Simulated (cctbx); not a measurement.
# What is wrong with this refinement?

Cell a = 4.2070 Å, b = 4.2070 Å, c = 10.1020 Å, α = 90.00°, β = 90.00°, γ = 90.00°; space group I-4m2 (no. 119).

Simulated single-crystal data (cctbx): Mo Kα, λ = 0.71073 Å, to d = 0.7 Å, 80 % of the full sphere, strongest reflection 70000 counts, noise from counting, a 2 % proportional error and a noise floor of 15 counts (s.d.); no absorption, and some extinction, which the refinements don't model.

An anisotropic refinement with weights 1/σ² prints:

```text
Rint 0.015, 172 unique reflections to 0.70 A
cycle     R1     wR2    GooF  max shift (A)
   1  0.2040  0.4704  38.118   0.00000
final R1 0.2040 wR2 0.4704 GooF 38.118  parameters 6  data/parameter 28.7
atom        x        y        z      Ueq    occ   su(xyz)  su(Uiso or U11)
Pr1    0.00000  0.00000  0.00000   0.0050  1.000  0.00000  0.0025
Pd1    0.00000  0.50000  0.25000   0.0081  1.000  0.00000  0.0230
Rh1    0.50000  0.00000  0.25000   0.0106  1.000  0.00000  0.0259
difference map: max 64.69 min -3.70 rms 3.64
Q1    0.0000  0.0000  0.3680    4   64.77  2.42 A from Rh1
Q2    0.0000  0.0000  0.0000    2   48.78  0.00 A from Pr1
Q3    0.0000  0.5000  0.2500    2   36.79  0.00 A from Pd1
Q4    0.0000  0.5000  0.7500    2   34.04  0.00 A from Rh1
Q5    0.0000  0.5000  0.6192    4    3.40  1.32 A from Rh1
Q6    0.0879  0.0878  0.2783   16    2.17  1.80 A from Rh1
```

Q: Accept it or mend it, and why?

Mend it. The fault: an atom left out, Si at (0, 0, 0.3679). Against the right model at the same level, R1 goes from 0.0062 to 0.2040 and GooF from 1.19 to 38.12 and the top difference peak, 64.8 e/Å³, lies 2.42 Å from Rh1. Q1 is the missing atom. With scattering power missing, scale and phases suffer, so peaks may also grow on the heavy atoms.

The compound is PrSi2PdRh. The right model at the same level gives:

```text
Rint 0.015, 172 unique reflections to 0.70 A
cycle     R1     wR2    GooF  max shift (A)
   1  0.0067  0.0158   1.300   0.00004
   2  0.0062  0.0145   1.187   0.00000
final R1 0.0062 wR2 0.0145 GooF 1.187  parameters 10  data/parameter 17.2
atom        x        y        z      Ueq    occ   su(xyz)  su(Uiso or U11)
Pr1    0.00000  0.00000  0.00000   0.0050  1.000  0.00000  0.0001
Pd1    0.00000  0.50000  0.25000   0.0080  1.000  0.00000  0.0005
Rh1    0.50000  0.00000  0.25000   0.0107  1.000  0.00000  0.0006
Si1    0.00000  0.00000  0.36783   0.0109  1.000  0.00007  0.0019
Flack x: 0.3(3)
Hooft y: 0.395(165)  Bijvoet pairs: 67
difference map: max 0.33 min -1.59 rms 0.12
Q1    0.0000  0.5000  0.0003    4    0.33  2.10 A from Pr1
Q2    0.2029  0.3006  0.1804   16    0.24  1.39 A from Pd1
Q3    0.1910  0.2994  0.6794   16    0.23  1.37 A from Rh1
Q4    0.2314  0.2314  0.0000    8    0.21  1.38 A from Pr1
Q5    0.2333  0.2345  0.0774   16    0.17  1.60 A from Pr1
Q6    0.0000  0.2333  0.0000    8    0.16  0.98 A from Pr1
```

The model is made up (kin elements in a known structure type, no relaxation), so it says nothing on whether the phase exists.

[Middle refinement cycles are left out of these outputs.]

[Logs are printed without paths, hosts, clocks, repeated set-up lines and the standing remarks that a program may print on its own settings, such as how far it seeks lower states.]
